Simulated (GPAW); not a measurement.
# A 8-layer slab of Ba(100): simulated STM images, part 2 of 2

Wanted: filled- and empty-state images of a 8-layer slab of Ba(100), with its work function.

GPAW 26.7.0; GPAW, PAW setups; slab in vacuum, relaxation (the session's first sound run).

So far, upper work function (eV): step 2 (relaxation) 2.36.

### 3. The slab's potential (continued)

Local density of states summed over the bias window over a1 and a2. Sample bias -0.5 V, constant height 3.0 Å over the top atom.

Values in units of 1e-4 arbitrary, 12 rows by 16 columns, each cell a mean:
```
4.7 4.6 4.5 4.3 4.1 4.0 3.9 3.9 3.9 3.9 4.0 4.0 4.2 4.4 4.6 4.7
4.5 4.5 4.3 4.2 4.0 3.9 3.8 3.7 3.7 3.7 3.8 3.9 4.1 4.2 4.4 4.5
4.3 4.2 4.1 4.0 3.8 3.7 3.6 3.5 3.5 3.5 3.6 3.7 3.9 4.0 4.2 4.2
4.1 4.0 3.9 3.8 3.6 3.5 3.4 3.3 3.3 3.3 3.4 3.5 3.7 3.8 4.0 4.0
3.9 3.9 3.8 3.7 3.5 3.3 3.2 3.2 3.1 3.2 3.3 3.4 3.5 3.7 3.8 3.9
3.9 3.9 3.7 3.6 3.4 3.3 3.1 3.1 3.1 3.1 3.2 3.3 3.5 3.6 3.8 3.9
3.9 3.9 3.8 3.6 3.4 3.3 3.2 3.1 3.1 3.1 3.2 3.3 3.5 3.7 3.8 3.9
4.0 4.0 3.8 3.7 3.5 3.4 3.3 3.2 3.2 3.2 3.3 3.4 3.6 3.7 3.9 4.0
4.2 4.1 4.0 3.9 3.7 3.6 3.5 3.4 3.4 3.4 3.5 3.6 3.8 3.9 4.0 4.1
4.4 4.3 4.2 4.1 3.9 3.8 3.7 3.6 3.6 3.6 3.7 3.8 4.0 4.1 4.3 4.4
4.6 4.6 4.4 4.3 4.1 4.0 3.9 3.8 3.8 3.8 3.9 4.0 4.1 4.3 4.5 4.6
4.8 4.7 4.5 4.4 4.2 4.1 4.0 3.9 3.9 3.9 4.0 4.1 4.2 4.4 4.6 4.7
```
Columns: a1 from 0 to 0.958; rows upwards: a2 from 0 to 0.958.

Tip height over the top atom over a1 and a2. Sample bias 0.5 V, constant current at the mean current 3.0 Å over the top atom.

Values in Å, 12 rows by 16 columns, each cell a mean:
```
2.31 2.38 2.55 2.70 2.84 2.93 3.00 3.03 3.04 3.03 2.98 2.91 2.79 2.66 2.48 2.36
2.53 2.58 2.70 2.80 2.92 2.99 3.05 3.08 3.09 3.08 3.03 2.98 2.88 2.78 2.65 2.56
2.75 2.78 2.86 2.93 3.01 3.07 3.12 3.15 3.16 3.14 3.11 3.06 2.98 2.91 2.82 2.77
2.90 2.93 2.98 3.03 3.10 3.15 3.19 3.20 3.21 3.20 3.17 3.13 3.07 3.02 2.95 2.92
2.99 3.01 3.05 3.10 3.16 3.19 3.22 3.24 3.24 3.24 3.21 3.18 3.13 3.09 3.03 3.00
3.03 3.04 3.09 3.13 3.18 3.21 3.24 3.26 3.26 3.25 3.23 3.20 3.16 3.12 3.07 3.04
3.02 3.03 3.07 3.12 3.17 3.21 3.24 3.25 3.26 3.25 3.23 3.20 3.15 3.11 3.05 3.03
2.96 2.97 3.02 3.07 3.13 3.17 3.21 3.22 3.23 3.22 3.20 3.16 3.11 3.06 3.00 2.97
2.83 2.86 2.92 2.98 3.06 3.11 3.16 3.18 3.18 3.17 3.14 3.10 3.03 2.97 2.89 2.85
2.65 2.68 2.78 2.87 2.97 3.03 3.09 3.12 3.12 3.11 3.07 3.02 2.93 2.85 2.74 2.67
2.42 2.48 2.62 2.74 2.88 2.96 3.02 3.05 3.06 3.05 3.00 2.94 2.83 2.71 2.56 2.45
2.25 2.33 2.52 2.67 2.82 2.92 2.99 3.02 3.03 3.02 2.97 2.89 2.77 2.63 2.44 2.30
```
Columns: a1 from 0 to 0.958; rows upwards: a2 from 0 to 0.958.

Local density of states summed over the bias window over a1 and a2. Sample bias 0.5 V, constant height 3.0 Å over the top atom.

Ten even steps from '_' (0.20 × 1e-3 arbitrary) to '@' (1.02 × 1e-3 arbitrary):
```
______..::----==++++**********++++==----::..____
____....::--====++**************++====--::....__
......::----==++++****######****++++==----::....
::::::----==++++****##########****++++==----::::
::------==++++****##############****++++==------
----====++++****####%%%%%%%%%%####****++++====--
======++++****####%%%%%%%%%%%%%%####****++++====
++++++++****####%%%%@@@@@@@@@@%%%%####****++++++
++++******####%%%%@@@@@@@@@@@@@@%%%%####******++
********####%%%%@@@@@@@@@@@@@@@@@@%%%%####******
******######%%%%@@@@@@@@@@@@@@@@@@%%%%######****
******######%%%%@@@@@@@@@@@@@@@@@@%%%%######****
******######%%%%@@@@@@@@@@@@@@@@@@%%%%######****
********####%%%%@@@@@@@@@@@@@@@@@@%%%%####******
++++******####%%%%@@@@@@@@@@@@@@%%%%####******++
++++++++****####%%%%@@@@@@@@@@%%%%####****++++++
======++++****####%%%%%%%%%%%%%%####****++++====
----====++++****####%%%%%%%%%%####****++++====--
::------==++++****##############****++++==------
::::::----==++++****##########****++++==----::::
......::----==++++****######****++++==----::....
____....::--====++**************++====--::....__
______..::----==++++**********++++==----::..____
______..::::--==++++**********++++==--::::..____
```
Columns: a1 from 0 to 0.958; rows upwards: a2 from 0 to 0.958.

Force by atom:

| atom | x (eV/Å) | y (eV/Å) | z (eV/Å) | size |
| --- | --- | --- | --- | --- |
| Ba1 | 0.000 | 0.000 | -0.076 | 0.076 |
| Ba2 | 0.000 | 0.000 | 0.117 | 0.117 |
| Ba3 | 0.000 | 0.000 | -0.064 | 0.064 |
| Ba4 | 0.000 | 0.000 | 0.004 | 0.004 |
| Ba5 | 0.000 | 0.000 | 0.020 | 0.020 |
| Ba6 | 0.000 | 0.000 | -0.013 | 0.013 |
| Ba7 | 0.000 | 0.000 | 0.000 | 0.000 |
| Ba8 | 0.000 | 0.000 | 0.011 | 0.011 |

The potential is flat to 2.5e-4 eV/Å where it is read, so the vacuum is wide enough.

### 4. What came out

- work function, both faces: 2.36 eV
- dipole along the normal: 6.2e-4 e Å
- corrugation at -0.5 V: 0.314 Å
- corrugation at 0.5 V: 1.05 Å

In words: The corrugation at constant current is largest at 0.5 V, where the tip height varies by 1.0 Å over the cell. Negative sample bias images filled states, positive bias empty ones. The measured value for polycrystalline Ba, which weights the faces of low work function, is 2.53 eV (as compiled in "Anisotropic work function of elemental crystals", 2019, arxiv:1902.07811); the relaxed upper face lies 0.17 eV under it with PBE. Measured work functions scatter by a tenth of an eV or more between methods. The images are of Tersoff-Hamann type: an s-wave tip, no tip-sample forces, heights closer than in a microscope. The small printed dipole stands for a step of -4.4 meV from the lower to the upper face, and the probes find -4.4 meV; values this small are near the numerical noise of both. The in-plane lattice was kept as typed, which isn't the functional's own and leaves some strain; spin-orbit coupling and temperature are left out.

[Logs are printed without paths, hosts, clocks, repeated set-up lines and the standing remarks that a program may print on its own settings, such as how far it seeks lower states.]

[Hosts, paths, dates, database ids (printed as entryN), source tags and the programs' standing remarks are cut or masked in the printed files.]
